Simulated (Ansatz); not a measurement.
# Structural relaxation of glassy Na2Si4O9 (135 atoms)

How does glassy Na2Si4O9 (135 atoms) relax, and what do bonds, charges and levels look like afterwards?

Main program and level: Ansatz 0.2.0; Kohn-Sham DFT, PBE, PAW (set soft_2), plane waves.

**What experiment says.** Na-O nearest neighbour distance in sodium silicate glasses from Zotov and Keppler (1998), who studied sodium tetrasilicate glass by neutron diffraction (as quoted in “Computer modeling of natural silicate melts: what can we learn from ab   initio simulations”, 2009, arxiv:0907.2530): nearest Na–O distance 2.425 Å. Si-Na distance estimated from earlier sodium K-edge XAFS experiments (refs. 26, 27), quoted for comparison with the simulated glass (as quoted in “Structural and electronic properties of the sodium tetrasilicate glass   Na2Si4O9 from classical and ab initio molecular-dynamics   simulations”, 2001, arxiv:cond-mat/0109263): nearest Si–Na distance 3.8 Å; nearest Na–Na distance 3.2 Å.

This is a report of a sequence of runs, with most program output left out.

## Step 1: Starting point

The cell holds 135 atoms: 18 Na, 81 O and 36 Si. Its edges and angles: a = 12.382 Å, b = 12.382 Å, c = 12.382 Å, α = 90.0°, β = 90.0°, γ = 90.0°. 135 atoms (18 Na, 81 O, 36 Si) placed at random at 2.38 g/cm³, melted at 4500 K for 20 ps at fixed volume with the Morse and Coulomb pair potential with partial charges (Pedone, Malavasi, Menziani, Cormack and Segre, J. Phys. Chem. B 110, 11780 (2006)). Quenched from 4500 K to 300 K at 20 K/ps and fixed volume, held 5 ps. The starting density is a measured one.

What the set-up can't give: The quench rate of 20 K/ps far exceeds what a furnace or splat quench reaches, so expect more defects and frozen-in strain than in a real sample. The network of bonds at the start is that of the classical potential that made the cell. The Brillouin zone is sampled at Γ only, in a cell whose shortest periodic width is 12 Å.

## Step 2: Single point at the start

A single point comes first, to see the forces before anything moves.

Contents of input.yaml:

```yaml
crystal:
  lattice:
    - [12.382, 0.0, 0.0]
    - [0.0, 12.382, 0.0]
    - [0.0, 0.0, 12.382]
  atoms:
    - { symbol: Na, position: [0.8446, 0.48708, 0.48938] }
    - { symbol: Na, position: [0.37369, 0.78861, 0.54999] }
    - { symbol: Na, position: [0.44119, 0.70926, 0.33421] }
    - { symbol: Na, position: [0.38933, 0.85783, 0.13131] }
    - { symbol: Na, position: [0.97561, 0.80436, 0.83476] }
    - { symbol: Na, position: [0.75254, 0.01014, 0.04639] }
    - { symbol: Na, position: [0.31871, 0.25316, 0.61756] }
    - { symbol: Na, position: [0.94528, 0.54625, 0.31435] }
    - { symbol: Na, position: [0.39354, 0.03444, 0.33746] }
    - { symbol: Na, position: [0.04776, 0.29419, 0.61615] }
    - { symbol: Na, position: [0.52393, 0.5688, 0.96307] }
    - { symbol: Na, position: [0.59683, 0.90934, 0.5059] }
    - { symbol: Na, position: [0.88368, 0.78532, 0.61355] }
    - { symbol: Na, position: [0.65805, 0.75523, 0.01951] }
    - { symbol: Na, position: [0.7669, 0.03004, 0.50652] }
    - { symbol: Na, position: [0.91297, 0.8291, 0.35915] }
    - { symbol: Na, position: [0.14125, 0.25095, 0.93029] }
    - { symbol: Na, position: [0.16725, 0.84111, 0.62164] }
    - { symbol: O, position: [0.64006, 0.29467, 0.84004] }
    - { symbol: O, position: [0.12443, 0.6127, 0.30892] }
    - { symbol: O, position: [0.16828, 0.00346, 0.82706] }
    - { symbol: O, position: [0.93945, 0.0629, 0.7293] }
    - { symbol: O, position: [0.28198, 0.69262, 0.43044] }
    - { symbol: O, position: [0.66317, 0.24775, 0.23378] }
    - { symbol: O, position: [0.95297, 0.1553, 0.53194] }
    - { symbol: O, position: [0.81504, 0.18487, 0.36552] }
    - { symbol: O, position: [0.82817, 0.70193, 0.01504] }
    - { symbol: O, position: [0.45863, 0.37975, 0.86271] }
    - { symbol: O, position: [0.53608, 0.5529, 0.54614] }
    - { symbol: O, position: [0.21502, 0.22665, 0.45924] }
    - { symbol: O, position: [0.68548, 0.24124, 0.64594] }
    - { symbol: O, position: [0.85791, 0.58061, 0.83254] }
    [... 97 atom lines left out ...]
    - { symbol: Si, position: [0.17127, 0.72296, 0.00163] }
    - { symbol: Si, position: [0.63768, 0.91274, 0.26024] }
    - { symbol: Si, position: [0.01321, 0.44218, 0.04331] }
    - { symbol: Si, position: [0.38449, 0.45609, 0.78929] }
    - { symbol: Si, position: [0.72739, 0.93509, 0.78123] }
    - { symbol: Si, position: [0.99934, 0.98885, 0.12136] }
kpoints:
  mp_grid: { grid: [1, 1, 1] }
hamiltonian:
  xc: pbe
scf:
  occupations: { method: fixed }
output:
  forces: true
  stress: true
  populations: true
  dos:
    method: { smearing: { sigma: 0.08 } }
    de: 0.1
    projected: { site_lists: { Na: [Na], O: [O], Si: [Si] } }
  eigenvalues: true
```

Command:

```console
ansatz run input.yaml --threads 4 --pin off --max-ram 8192MiB --backend cpu --events-out ev --progress --plain --runs-dir out
```

Run time: 20 s. Hardware: 4 threads of Intel Xeon Platinum 8488C (Sapphire Rapids), shared host; peak memory 2.9 GiB.

Numbers from this run:

```
free energy                                      : -95737.5394 eV
free energy per atom                             : -709.1670 eV/atom
SCF cycles                                       : 9
pressure                                         : 3.007 GPa
r.m.s. force component                           : 1.253 eV/Å
longest force                                    : 7.893 eV/Å
Fermi energy                                     : 4.094 eV
gap (highest filled to lowest empty level) : 2.436 eV
spilling of the projection                       : 0.01092
```

The r.m.s. force component of 1.3 eV/Å and the pressure of 3.0 GPa set the starting point.

Length of the force by element:

```
element  coordination  atoms  mean length of the force (eV/Å)  spread  least  most
     Na           all     18                            0.610   0.218  0.198  1.02
      O           all     81                             1.85    1.21  0.191  7.89
     Si           all     36                             2.31    1.06  0.483  5.16
```

## Step 3: Relaxation

The atoms are relaxed in the fixed cell, aiming at the force tolerance of the input.

input.yaml, the sections that differ from step 2:

```yaml
output:
  forces: true
relax:
  f_tol: 0.05
  max_steps: 200
# crystal, kpoints, hamiltonian, scf: as in step 2
```

Elapsed: 2 min, on 4 threads; peak memory 2.6 GiB; 7.3 min of CPU time.

Relaxation path:

```
step  energy less that of the first step (eV)  largest force component (eV/Å)
   1                                   0.0000                          7.1309
   2                                  -5.2325                          3.3231
   3                                  -8.6729                          0.7283
   4                                  -9.4873                          0.4014
   5                                  -9.9146                          0.3921
   6                                 -10.1894                          0.2658
   7                                 -10.3623                          0.2860
   8                                 -10.4836                          0.2491
   9                                 -10.5819                          0.1780
  10                                 -10.6023                          0.0556
  11                                 -10.6031                          0.1169
  12                                 -10.6067                          0.0542
  13                                 -10.6076                          0.0349
```

The atoms that moved most (Å):

```
atom      dx      dy      dz  length
 Na4   0.499   0.883   0.375   1.081
 Na3  -0.538   0.290  -0.621   0.872
 Na9  -0.269  -0.524   0.634   0.865
Na15   0.067   0.579   0.537   0.793
Na18   0.039  -0.011   0.733   0.734
Na17   0.545   0.250  -0.159   0.620
Na14  -0.059  -0.283   0.463   0.546
 O75   0.143  -0.491   0.177   0.541
```

The relaxation changed the energy by -78.6 meV/atom, and atoms moved by 0.30 Å r.m.s., 1.1 Å at most.

## Step 4: Local order after relaxation

Bonds before and after, by the cutoffs listed below:

```
pair  bonds before  bonds after  mean before (Å)  mean after (Å)  spread before (Å)  spread after (Å)
O-Si           144          144            1.625           1.644              0.051             0.036
O-Na            67           75            2.452           2.396              0.180             0.151
```

Density 2.38 g/cm³, 14.06 Å³ an atom.

g(r), total and by pair (bins of 0.2 Å):

```
r (Å)  total   O-O   O-Si  O-Na  Si-Si  Si-Na  Na-Na
 1.50   0.54  0.00   1.67  0.00   0.00   0.00   0.00
 1.70   3.90  0.00  12.21  0.00   0.00   0.00   0.00
 1.90   0.00  0.00   0.00  0.00   0.00   0.00   0.00
 2.10   0.11  0.00   0.00  0.67   0.00   0.00   0.00
 2.30   0.49  0.00   0.00  3.08   0.00   0.00   0.00
 2.50   0.76  0.95   0.00  2.58   0.00   0.00   0.00
 2.70   2.15  5.67   0.00  0.58   0.00   0.16   0.00
 2.90   0.40  0.39   0.06  0.49   0.94   0.95   1.64
 3.10   0.87  0.59   0.11  0.53   4.56   2.29   2.92
 3.30   0.76  0.49   0.36  0.85   2.00   2.10   2.59
 3.50   0.85  0.85   0.84  0.67   0.00   2.19   0.76
 3.70   1.02  0.62   1.35  1.25   0.00   2.13   0.67
 3.90   1.12  0.74   1.81  1.22   0.22   0.77   0.91
 4.10   1.15  0.73   2.04  0.95   0.55   0.49   0.54
 4.30   1.22  0.71   1.89  1.27   0.74   0.94   1.80
 4.50   0.98  0.96   0.81  1.27   1.27   0.99   0.68
 4.70   1.05  1.42   0.50  1.31   1.36   0.90   0.63
 4.90   0.99  1.23   0.74  1.13   0.68   1.07   0.40
 5.10   1.06  1.50   0.70  0.80   1.49   0.68   1.08
 5.30   0.94  1.18   0.79  0.85   1.12   0.54   0.33
 5.50   0.99  0.99   0.97  0.87   1.43   1.01   0.47
 5.70   0.96  0.91   0.88  0.89   1.48   1.32   0.43
 5.90   0.99  0.79   1.09  1.08   0.91   1.33   1.20
 6.10   0.97  0.82   1.12  0.86   0.84   1.23   1.77
```

Bonds by pair of elements; cutoffs follow the first minimum of g(r), held within bounds set by covalent radii, and pairs that aren't listed don't count as bonded:

```
pair A-B  cutoff (Å)  bonds  mean length (Å)  spread (Å)  shortest (Å)  B about A  A about B
    O-Si        2.12    144             1.64       0.036          1.56       1.78          4
    O-Na        2.77     75             2.40       0.151          2.11      0.926       4.17
```

How many atoms have how many bonded neighbours:

```
element  mean   2   3   4  5  6
     Na  4.17   0   4   9  3  2
      O  2.70  36  35   8  2  0
     Si     4   0   0  36  0  0
```

Bond angles, per cent of each kind in bins of 5°:

```
angle (°)  O-Si-O  O-Na-O  Na-O-Si  Si-O-Si  Na-O-Na
    60–65     0.0    10.3      0.0      0.0      0.0
    65–70     0.0     4.8      0.0      0.0      0.0
    70–75     0.0     0.0      0.0      0.0      9.8
    75–80     0.0     5.6      1.0      0.0      7.3
    80–85     0.0     2.4      5.7      0.0      9.8
    85–90     0.0     9.5      7.6      0.0     14.6
    90–95     0.5     9.5     15.2      0.0     12.2
   95–100     2.8     7.1      9.5      0.0      7.3
  100–105    15.3     9.5      6.7      0.0      2.4
  105–110    36.6     7.1      4.8      0.0      4.9
  110–115    29.6     5.6      7.6      0.0      4.9
  115–120    13.9     2.4      9.5      1.6      9.8
  120–125     1.4     2.4     11.4      3.2      2.4
  125–130     0.0     2.4      6.7      7.9      2.4
  130–135     0.0     4.8      2.9     11.1      2.4
  135–140     0.0     1.6      2.9     12.7      0.0
  140–145     0.0     3.2      3.8     12.7      2.4
  145–150     0.0     3.2      1.0     15.9      2.4
  150–155     0.0     3.2      2.9      9.5      0.0
  155–160     0.0     3.2      0.0     12.7      2.4
  160–165     0.0     0.8      0.0      6.3      2.4
  165–170     0.0     0.0      0.0      4.8      0.0
  170–175     0.0     1.6      1.0      1.6      0.0
```

Bond angles (no mean is given where the spread exceeds 20°):

```
  angle  count  mean (°)  spread (°)
 O-Si-O    216       109         5.1
 O-Na-O    126         -           -
Na-O-Si    105       110        19.3
Si-O-Si     63       145        12.5
Na-O-Na     41         -           -
```

Oxygen atoms by the number of network formers (Si, P, Ge, B, Al, As, Ga) bound to them:

```
network formers bound to O  O atoms  per cent
                         0        0         0
                         1       18      22.2
                         2       63      77.8
```

Network units: each former by its oxygen neighbours and how many of them bridge to another former:

```
former  O neighbours  bridging O  atoms
    Si             4           2      2
    Si             4           3     14
    Si             4           4     20
```

Bond length by coordination (bonds to H left out):

```
element  coordination  atoms  mean bond length (Å)
     Na             3      4                  2.36
     Na             4      9                  2.36
     Na             5      3                  2.43
     Na             6      2                  2.49
      O             2     36                  1.65
      O             3     35                  1.96
      O             4      8                  2.14
      O             5      2                  2.29
```

Rings of the network by King's shortest-path rule, up to 12 atoms, one path for each pair of neighbours; H, halogens, alkali and alkaline-earth atoms are left out, and the last column divides by all other atoms, bonded or not:

```
ring size (atoms)  rings  per network atom
                8      3             0.026
               10      8             0.068
               12     14              0.12
```

For some of the pairs, g(r) has its first main peak near 2.7 Å (O-O), 1.6 Å (O-Si), 2.3 Å (O-Na), 3.1 Å (Si-Si) and 3.1 Å (Na-Na). Counting bonds as in the table, 50 % of Na atoms have 4, 44 % of O atoms have 2 and all Si atoms have 4 bonded neighbours. The O-Si-O angle averages 109° with a spread of 5°. 78 % of the oxygens bridge two formers (Si) and 22 % are non-bridging. The commonest Si unit has 4 oxygens, 4 of them shared with other formers (20 of 36 atoms). Rings of 12 atoms are the most common (56 % of those counted); sizes run from 8 to 12, where the search stops.

(Part 1 of 2 ends here.)

[Logs are printed without paths, hosts, clocks, repeated set-up lines and the standing remarks that a program may print on its own settings, such as how far it seeks lower states.]

[Hosts, paths, dates, database ids (printed as entryN), source tags and the programs' standing remarks are cut or masked in the printed files.]
